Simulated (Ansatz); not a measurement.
# CsPbCl3 (Pm-3m): lattice thermal conductivity, part 2 of 2

How well does the lattice of CsPbCl3 conduct heat?

Ansatz 0.2.0; DFT RPBE, scalar-relativistic, plane waves, PAW.

So far. Step 2 (Probe on a coarse mesh): The start is under 3.4 GPa at this level and looks like an insulator or semiconductor on this mesh. The relaxed cell has a = 5.860 Å (conventional setting).

**5. Relaxing to small residual forces and stress**

The thresholds are tightened for a last relaxation ahead of the phonons, and where mesh or smearing change with them the cell follows.

File input.yaml:

```yaml
crystal:
  lattice:
    - [5.8599134258, 0.0, 0.0]
    - [0.0, 5.8599134258, 0.0]
    - [0.0, 0.0, 5.8599134258]
  atoms:
    - { symbol: Cs, position: [0.0, 0.0, 0.0] }
    - { symbol: Pb, position: [0.5, 0.5, 0.5] }
    - { symbol: Cl, position: [0.5, 0.5, 0.0] }
    - { symbol: Cl, position: [0.0, 0.5, 0.5] }
    - { symbol: Cl, position: [0.5, 0.0, 0.5] }
kpoints:
  mp_grid: { grid: [4, 4, 4] }
hamiltonian:
  xc: rpbe
scf:
  occupations: { method: fixed }
output:
  forces: true
  stress: true
  eigenvalues: true
relax:
  adjacent_minimum: "off"
  f_tol: 0.001
  max_steps: 60
  cell: { stress_tol: 0.01 }
```

Launch:

```sh
$ ansatz run input.yaml --threads 4 --pin off --max-ram 16384MiB --backend cpu --events-out ev --progress --plain --runs-dir out
```

Numbers of over 12 decimals in the logs are rounded to 6 here.

What it wrote:

```text
[...]
Crystal: 5 atoms, lattice volume = 201.221 Å³
Basis set: ecut = 420 eV, 3887 PW (Γ), exchange–correlation on 80×80×80 points (8 copies of the dense FFT grid, shifted against one another)
Bands: 27, of which v1, the nominal top of the filled ones, is band 22 counted from 1 (21 counted from 0)
Symmetry: 48 space group operations
[...]
k-points: 10 of 64
[...]
--- Relaxed structure (3 steps of the walk, 3 accepted, 1 SCFs on fresh bases) ---
[...]
cell:  # Å, volume = 201.5368 Å³
    - [5.862976, 0, 0]
    - [0, 5.862976, 0.0]
    - [0, 0.0, 5.862976]
  atoms:
    - { symbol: Cs, position: [0, 0, 0] }
    - { symbol: Pb, position: [0.5, 0.5, 0.5] }
    - { symbol: Cl, position: [0.5, 0.5, 0] }
    - { symbol: Cl, position: [0, 0.5, 0.5] }
    - { symbol: Cl, position: [0.5, 0, 0.5] }
[key lines of the parts left out:]
SCF converged after 7 iterations
Free energy (F): -20859.697519 eV
Fermi energy:    2.391545 eV
P = ⅓ Tr σ = 0.0001 GPa (0.001 kbar)
```

Run time: 4.4 s. Hardware: 4 threads of Arm Neoverse V1, shared host; peak memory 0.54 GiB.

Little changed from the start: no atom moved by 0.005 Å and no cell edge by 0.1 %.

This step gave:

```yaml
pressure: 9.03e-5 GPa
gap_on_the_k_mesh: 2.545 eV
volume_per_atom: 40.31 Å³
```

The residual pressure is 9.0e-5 GPa, small enough for phonons.

**6. A faulty attempt**

This input was changed on purpose, to see how the program answers.

File input.yaml:

```yaml
crystal:
  lattice:
    - [5.8629755774, 0.0, 0.0]
    - [0.0, 5.8629755774, 0.0]
    - [0.0, 0.0, 5.8629755774]
  atoms:
    - { symbol: Cs, position: [0.0, 0.0, 0.0] }
    - { symbol: Pb, position: [0.5, 0.5, 0.5] }
    - { symbol: Cl, position: [0.5, 0.5, 0.0] }
    - { symbol: Cl, position: [0.0, 0.5, 0.5] }
    - { symbol: Cl, position: [0.5, 0.0, 0.5] }
kpoints:
  mp_grid: { grid: [5, 5, 5] }
hamiltonian:
  xc: rpbe
scf:
  occupations: { method: fixed }
  max_iter: 100
output:
  eigenvalues: true
phonons:
  supercell: [2, 2, 2]
  dielectric: false
  third_order: { supercell: [2, 2, 2], pair_cutoff: 4.296 }
  lattice_thermal_conductivity:
    qmesh: [5, 5, 5]
    temperatures: [300]
    isotope_mass_variance:
      - { species: Cl, variance: 0.0005827 }
      - { species: Cs, variance: 0.0 }
      - { species: Pb, variance: 1.944e-05 }
```

What it wrote:

```text
Error: 6 input errors — fix all and re-run
  1. invalid value for `phonons.supercell`: axis 0: the count 2 must divide kpoints.mp_grid.grid dimension 5 — the displaced supercells solve the k-mesh folded onto them, whose points must be the deck's own; the next dimension that the batch's repeats divide is 6
  2. invalid value for `phonons.supercell`: axis 1: the count 2 must divide kpoints.mp_grid.grid dimension 5 — the displaced supercells solve the k-mesh folded onto them, whose points must be the deck's own; the next dimension that the batch's repeats divide is 6
  3. invalid value for `phonons.supercell`: axis 2: the count 2 must divide kpoints.mp_grid.grid dimension 5 — the displaced supercells solve the k-mesh folded onto them, whose points must be the deck's own; the next dimension that the batch's repeats divide is 6
  4. invalid value for `phonons.third_order.supercell`: axis 0: the count 2 must divide kpoints.mp_grid.grid dimension 5 — the displaced supercells solve the k-mesh folded onto them, whose points must be the deck's own; the next dimension that the batch's repeats divide is 6
  5. invalid value for `phonons.third_order.supercell`: axis 1: the count 2 must divide kpoints.mp_grid.grid dimension 5 — the displaced supercells solve the k-mesh folded onto them, whose points must be the deck's own; the next dimension that the batch's repeats divide is 6
  6. invalid value for `phonons.third_order.supercell`: axis 2: the count 2 must divide kpoints.mp_grid.grid dimension 5 — the displaced supercells solve the k-mesh folded onto them, whose points must be the deck's own; the next dimension that the batch's repeats divide is 6
```

Elapsed: 0.02 s, on 4 threads; peak memory 0.031 GiB.

The input was rejected at the start.

The program's message: “Error: 6 input errors — fix all and re-run
  1. invalid value for `phonons.supercell`: axis 0: the count 2 must divide kpoints.mp_grid.grid dimension 5 — the displaced supercells solve the k-mesh fold …”

The fault put into the input: a k mesh that the supercell doesn't divide.

**7. Stability check by linear response**

Third-order constants cost many supercell runs, so a linear-response run first checks that the crystal is harmonically stable.

input.yaml, the sections that differ from step 6:

```yaml
kpoints:
  mp_grid: { grid: [4, 4, 4] }
scf:
  occupations: { method: fixed }
phonons:
  method: dfpt
  dielectric: true
  rigid_motions: translations
  qmesh: [2, 2, 2]
  temperatures: { t_max: 1000, t_step: 50 }
  qpath:
    path:
      - [[0.0, 0.0, 0.0], [0.0, 0.5, 0.0], [0.5, 0.5, 0.0], [0.0, 0.0, 0.0], [0.5, 0.5, 0.5], [0.0, 0.5, 0.0]]
      - [[0.5, 0.5, 0.5], [0.5, 0.5, 0.0]]
    npoints: 10
# crystal, hamiltonian, output: as in step 6
```

What it wrote:

```text
[...]
Crystal: 5 atoms, lattice volume = 201.537 Å³
Basis set: ecut = 420 eV, 3887 PW (Γ), exchange–correlation on 80×80×80 points (8 copies of the dense FFT grid, shifted against one another)
Bands: 27, of which v1, the nominal top of the filled ones, is band 22 counted from 1 (21 counted from 0)
Symmetry: 48 space group operations
k-points: 30 of 64 (irreducible under 2 space group operations, time reversal used)
[...]
SCF iter   1: F=—  HF=-20859.703437 eV  |F-HF|=—  |Δ(HF+E_count)|=         —  Δρ=2.64e-3  dr2=1.91e-2  ethr=1.77e-3  ⟨swp⟩=4.9  Hψ=3335  notcnv=0  defer=80
[...]
SCF iter   8: F=-20859.697519 eV  HF=-20859.697519 eV  |F-HF|=5.82e-11  |Δ(HF+E_count)|=   2.50e-9  Δρ=1.39e-7  dr2=3.95e-11  ethr=1.00e-12  ⟨swp⟩=15.3  Hψ=6040  notcnv=0
SCF 1 converged in 8 iterations: F = -20859.697519 eV  dr2 = 3.95e-11
[...]
DFPT response loops at Γ: preconditioner auto → Resta (q_TF=auto, 2.117 Å⁻¹)  ε∞=4.9 (no band partly filled); β = 1.00, the filter's whole step (`scf.mixing.beta` (0.50) is not read by the response loops at its default; to damp them type it under 1.00, their step now; it binds the ground state too); Broyden in place of MSR1
── the response to a field inside a basis, on 8×8×8 k-points: an SCF that follows is theirs, and a resumed run solves both again ──
Bands: 23, of which v1, the nominal top of the filled ones, is band 22 counted from 1 (21 counted from 0)
k-points: 20 of 512
[...]
Eigensolver: Dense (20 Hₖ)
SCF iter   1: F=—  HF=-20859.692993 eV  |F-HF|=—  |Δ(HF+E_count)|=         —  Δρ=2.23e-4  dr2=9.74e-5  ethr=1.00e-1
[...]
SCF iter   4: F=-20859.692984 eV  HF=-20859.692984 eV  |F-HF|=9.92e-9  |Δ(HF+E_count)|=   1.19e-7  Δρ=4.02e-6  dr2=6.01e-8  ethr=3.28e-9
SCF 1 converged in 4 iterations: F = -20859.692984 eV  dr2 = 6.01e-8
[...]
WARN: field response: ε∞ stands inside a basis, on 8×8×8 points; the force constants stand on the 4×4×4 k-mesh, whose period is 10.48 times the interband length at k = (-0.5000, -0.5000, -0.5000), direct gap 2.545 eV, under 14: take them and everything formed from them as unconverged, and compare with a denser kpoints.mp_grid
NSCF: frozen V_eff on 10 k-points
[...]
DFPT response loops at q = (0, 0, -0.5) (fractional): preconditioner auto → Resta (q_TF=auto, 2.117 Å⁻¹)  ε∞=4.9 (no band partly filled); β = 1.00, the filter's whole step (`scf.mixing.beta` (0.50) is not read by the response loops at its default; to damp them type it under 1.00, their step now; it binds the ground state too); Broyden in place of MSR1
[...]
SCF converged after 8 iterations
Free energy (F): -20859.697519 eV
[...]
Internal energy: -20859.697519 eV  (E = F + TS)
E sigma→0 (E₀):  -20859.697519 eV
Fermi energy:    2.391546 eV
[...]
--- Band table (eV; the first three rows and the last of 30) ---
  k-point 0: bands = [... 18 lower, 0.7188, 0.7702, 0.7702, 0.7702, 6.6191, 7.7046, 7.7046, 8.3764, ... 1 higher]
  k-point 1: bands = [... 18 lower, 0.6817, 0.7376, 0.7376, 0.7867, 6.8093, 7.3748, 8.0200, 8.0406, ... 1 higher]
  k-point 2: bands = [... 18 lower, 0.6456, 0.7110, 0.7110, 1.1813, 5.7038, 7.8345, 7.8828, 7.8828, ... 1 higher]
  k-point 29: bands = [... 18 lower, 1.0384, 1.0384, 1.0384, 2.3915, 4.9370, 4.9370, 4.9370, 8.3279, ... 1 higher]
--- Phonons (Γ-DFPT): 4 representative perturbations + reference, on 30 of 64 k-points (Σ response iterations 13) ---
  k mesh reduced under 2 symmetry operations, with k and −k counted as one. Each operation leaves every solved perturbation unchanged. A smaller set is not considered because the run solves the response to a homogeneous field
  ASR residual: 1.388e-4 → 0.000e0 eV/Å²; symmetrization residual: 1.134e-5 eV/Å²
  ASR residual per site (eV/Å²): 1.39e-4 9.89e-5 8.73e-5 8.73e-5 8.73e-5
  Γ frequencies (cm⁻¹): 0.00 0.00 0.00 14.32 14.32 14.32 38.87 38.87 38.87 43.44 43.44 43.44 75.72 75.72 75.72
  ε∞ (high-frequency dielectric tensor):
        3.411091     0.000000     0.000000
        0.000000     3.411091     0.000000
        0.000000     0.000000     3.411091
  ε⁰ (static dielectric tensor: ions relaxed, cell fixed):
      107.908511    -0.000000    -0.000000
       -0.000000   107.908511    -0.000000
       -0.000000    -0.000000   107.908511
  ε⁰ − ε∞ (ionic part):
      104.497419    -0.000000    -0.000000
       -0.000000   104.497419    -0.000000
       -0.000000    -0.000000   104.497419
  softest optical mode at Γ: 14.32 cm⁻¹; the repairs (sum rule, projections) moved no ω² at Γ by more than (1.41 cm⁻¹)²
  Born effective charges Z* (e; rows j = field, columns β = displacement):
    site 0:
         1.29089    0.00000    0.00000
         0.00000    1.29089    0.00000
        -0.00000    0.00000    1.29089
    site 1:
         3.81292   -0.00000   -0.00000
         0.00000    3.81292    0.00000
         0.00000    0.00000    3.81292
    site 2:
        -0.75719   -0.00000    0.00000
         0.00000   -0.75719    0.00000
         0.00000    0.00000   -3.58943
    site 3:
        -3.58943    0.00000    0.00000
         0.00000   -0.75719    0.00000
         0.00000    0.00000   -0.75719
    site 4:
        -0.75719    0.00000    0.00000
        -0.00000   -3.58943   -0.00000
         0.00000    0.00000   -0.75719
  Z* charge neutrality: 3.438e-3 e pre-enforcement
  solved inside a basis spanned on kpoints, on 8×8×8 k-points, its susceptibility summed on 10×10×10: ε∞ is read to err by 1.1e-2, Z* by 2.5e-2 e (field_mesh: kpoints solves on kpoints); Z* is corrected for what the basis lacks
  optical modes at Γ without the LO–TO term, one row a degenerate level:
      ω (cm⁻¹)  modes    IR ((D/Å)²/amu)
         14.32      3             3.3663
         38.87      3             0.0000
         43.44      3            22.5424
         75.72      3             7.2089
  optical modes at Γ + LO–TO along q̂ = [1.0000, 0.0000, 0.0000]:
      ω (cm⁻¹)  modes    IR ((D/Å)²/amu)
         14.32      2             2.2442
         19.95      1             0.0031
         38.87      3             0.0000
         43.44      2            15.0283
         69.14      1             0.0289
         75.72      2             4.8059
        192.09      1            11.0072
  optical modes at Γ + LO–TO along q̂ = [0.0000, 1.0000, 0.0000]:
      ω (cm⁻¹)  modes    IR ((D/Å)²/amu)
         14.32      2             2.2442
         19.95      1             0.0031
         38.87      3             0.0000
         43.44      2            15.0283
         69.14      1             0.0289
         75.72      2             4.8059
        192.09      1            11.0072
  optical modes at Γ + LO–TO along q̂ = [0.0000, 0.0000, 1.0000]:
      ω (cm⁻¹)  modes    IR ((D/Å)²/amu)
         14.32      2             2.2442
         19.95      1             0.0031
         38.87      3             0.0000
         43.44      2            15.0283
         69.14      1             0.0289
         75.72      2             4.8059
        192.09      1            11.0072
--- Phonons (arbitrary-q DFPT): 4 irreducible q on the 2×2×2 mesh ---
  q = [0.0000, 0.0000, 0.0000] (star 1, of the zone-centre solve; hermiticity 1.64e-5, symmetrization 1.11e-5): -0.00 -0.00 0.00 14.32 14.32 14.32 38.87 38.87 38.87 43.44 43.44 43.44 75.72 75.72 75.72
  q = [0.0000, 0.0000, -0.5000] (star 3, 9 solved perturbations in 216 linear systems a pass and spin channel, the states on 27 of 64 k-point pairs; hermiticity 2.74e-6, symmetrization 1.16e-7): 14.83 14.83 21.76 21.76 39.29 43.13 43.13 46.70 51.48 53.10 53.10 69.78 69.78 104.32 209.58
[...]
sum rule: each row above includes the acoustic sum rule's correction from the zone centre's row sums; it moved no ω² by more than (0.82 cm⁻¹)²
  mesh force constants: q→R imaginary residual 9.95e-18; ASR residual 1.388e-4 → 0.000e0 eV/Å²; symmetrization residual 1.776e-15 eV/Å²
  interpolated dispersion: 63 rows × 15 modes
  density of states and harmonic sums: on the 12×12×12 q-mesh, interpolated from the force constants of a 2×2×2 supercell (with the dipole–dipole term)
  largest difference from the sums on the solved wave vectors: F 4.35e-2 eV, S 6.68e-5 and C_V 2.31e-5 eV/K
  zero-point energy: 0.058738 eV/cell   skipped modes (ω ≤ 0): 79, of them read as no rigid motion or as one in doubt: 76 (8.542e-1 modes/cell left out, lowest -36.27 cm⁻¹)   left out of the sums: 5.71e-2 of the cell's modes: C_V's classical limit lies that fraction below 3 k_B per atom; for a crystal, a wire or a layer, F and S can be off by more, and a phonons.interpolated_qmesh denser along its periods is the remedy for the sampling
```

The job ended after 2.2 min (4 threads; peak memory 1.2 GiB; 8.3 min of CPU time).

This step gave:

| Quantity | Value |
| --- | --- |
| lowest frequency on the path | -36.27 cm⁻¹ |
| point group | m-3m |
| highest frequency | 229.9 cm⁻¹ |

LO-TO term included. The phonon branches at the labelled points (cm⁻¹):

| point | branch 1 | branch 2 | branch 3 | branch 4 | branch 12 | branch 13 | branch 14 | branch 15 |
| --- | --- | --- | --- | --- | --- | --- | --- | --- |
| Γ | 0 | 0 | 0 | 14 | 69 | 76 | 76 | 192 |
| halfway | 13 | 13 | 18 | 18 | 73 | 73 | 89 | 200 |
| X | 15 | 15 | 22 | 22 | 70 | 70 | 104 | 210 |
| halfway | -15 | 16 | 16 | 26 | 76 | 101 | 134 | 212 |
| M | -36 | 17 | 17 | 17 | 91 | 94 | 168 | 222 |
| halfway | 14 | 15 | 20 | 24 | 71 | 91 | 123 | 198 |
| Γ | 0 | 0 | 0 | 14 | 69 | 76 | 76 | 192 |
| halfway | 13 | 17 | 17 | 20 | 91 | 124 | 124 | 198 |
| R | -36 | -36 | -36 | 20 | 87 | 168 | 168 | 230 |
| halfway | -19 | -9 | 19 | 19 | 98 | 126 | 141 | 214 |
| X | 15 | 15 | 22 | 22 | 70 | 70 | 104 | 210 |
| jump to R | -36 | -36 | -36 | 20 | 87 | 168 | 168 | 230 |
| halfway | -36 | -16 | -16 | 19 | 91 | 132 | 168 | 223 |
| M | -36 | 17 | 17 | 17 | 91 | 94 | 168 | 222 |

Tetrahedra on 12 12 12, mean over bins of 5 cm⁻¹. The phonon density of states by wavenumber; read off at these points:

| wavenumber (cm⁻¹) | phonon density of states (1/cm⁻¹/cell) |
| --- | --- |
| -38 | 0.003 |
| -28 | 0.0322 |
| -18 | 0.0223 |
| -8 | 0.0155 |
| -2 | 0.0159 |
| 8 | 0.0239 |
| 18 | 0.275 |
| 28 | 0.157 |
| 38 | 0.101 |
| 42 | 0.144 |
| 48 | 0.127 |
| 58 | 0.114 |
| 62 | 0.103 |
| 72 | 0.122 |
| 78 | 0.133 |
| 82 | 0.104 |
| 92 | 0.0718 |
| 102 | 0.0505 |
| 112 | 0.0176 |
| 122 | 0.0153 |
| 132 | 0.0160 |
| 138 | 0.0169 |
| 148 | 0.0158 |
| 158 | 0.0188 |
| 168 | 0.00816 |
| 178 | 5.0e-5 |
| 188 | 5.0e-5 |
| 198 | 0.0227 |
| 202 | 0.0283 |
| 208 | 0.0484 |
| 212 | 0.0406 |
| 222 | 0.0125 |
| 232 | 0 |

Lowest modes at the softest wavevector of the mesh; phase exp(i q.(R + tau)). Modes at q = (0.500, 0.500, 0.500), with each element's share of the kinetic energy (negative means imaginary):

| mode | frequency (cm⁻¹) | Cs % | Pb % | Cl % |
| --- | --- | --- | --- | --- |
| 1 | -36.3 | 0 | 0 | 100 |
| 2 | -36.3 | 0 | 0 | 100 |
| 3 | -36.3 | 0 | 0 | 100 |
| 4 | 20.0 | 97 | 0 | 3 |
| 5 | 20.0 | 97 | 0 | 3 |
| 6 | 20.0 | 97 | 0 | 3 |

Displacements in mode 3 (-36.3 cm⁻¹), the largest set to 1, in the home cell:
```
Cs1  0.00  0.00  0.00
Pb2  0.00  0.00  0.00
Cl3 -1.00 -0.06  0.00
Cl4  0.00 -0.01  1.00
Cl5  0.01  0.00  0.06
```

Displacements in mode 4 (20.0 cm⁻¹), the largest set to 1, in the home cell:
```
Cs1  1.00  0.01 -0.05
Pb2  0.00  0.00  0.00
Cl3  0.00 -0.23  0.00
Cl4  0.00  0.01  0.00
Cl5  0.01  0.00 -0.23
```

Born charge (rows field, columns displacement) (e), principal values of the symmetric part by kind of site:

| atom | atoms with these values | low | middle | high | mean |
| --- | --- | --- | --- | --- | --- |
| Cs1 | 1 | 1.29 | 1.29 | 1.29 | 1.29 |
| Pb2 | 1 | 3.81 | 3.81 | 3.81 | 3.81 |
| Cl3 | 3 | -3.59 | -0.76 | -0.76 | -1.70 |

In full for Cl3:

```
-0.76  0.00  0.00
 0.00 -0.76  0.00
 0.00  0.00 -3.59
```

ε∞:

```
3.41 0.00 0.00
0.00 3.41 0.00
0.00 0.00 3.41
```

The lowest solved frequency is -36.3 cm⁻¹, so the cell is unstable here and gives no valid free energy.

**8. Outcome**

```yaml
lowest_frequency_at_the_solved_wavevectors: -36.3 cm⁻¹
conductivity: not obtained
```

In words: No conductivity was obtained: the harmonic spectrum has imaginary modes, so lifetimes built on it are undefined. A phase that is stabilised by thermal motion needs phonons at temperature first. The softest solved mode is 36i cm⁻¹ at q = (-0.5, -0.5, -0.5), and 2 of 4 solved wavevectors carry a mode beyond 8i cm⁻¹. The starting cell comes from a crystallographic database, so the instability may belong to the level of theory or to the 0 K harmonic picture and not to the crystal; this functional changes the volume by +14 % against that cell. The log warns that the k-mesh is coarse for the response calculation and asks for a check on a denser one. The PAW files were made for PBE and are used here under another functional, for which the program regenerates the frozen cores. The cell of these runs is 14 % larger in volume than the database cell; frequencies and all that rests on them shift with it.

[Logs are printed without paths, hosts, clocks, repeated set-up lines and the standing remarks that a program may print on its own settings, such as how far it seeks lower states.]

[Hosts, paths, dates, database ids (printed as entryN), source tags and the programs' standing remarks are cut or masked in the printed files.]

[A step with changed settings may run another functional than the one named; its input shows which.]
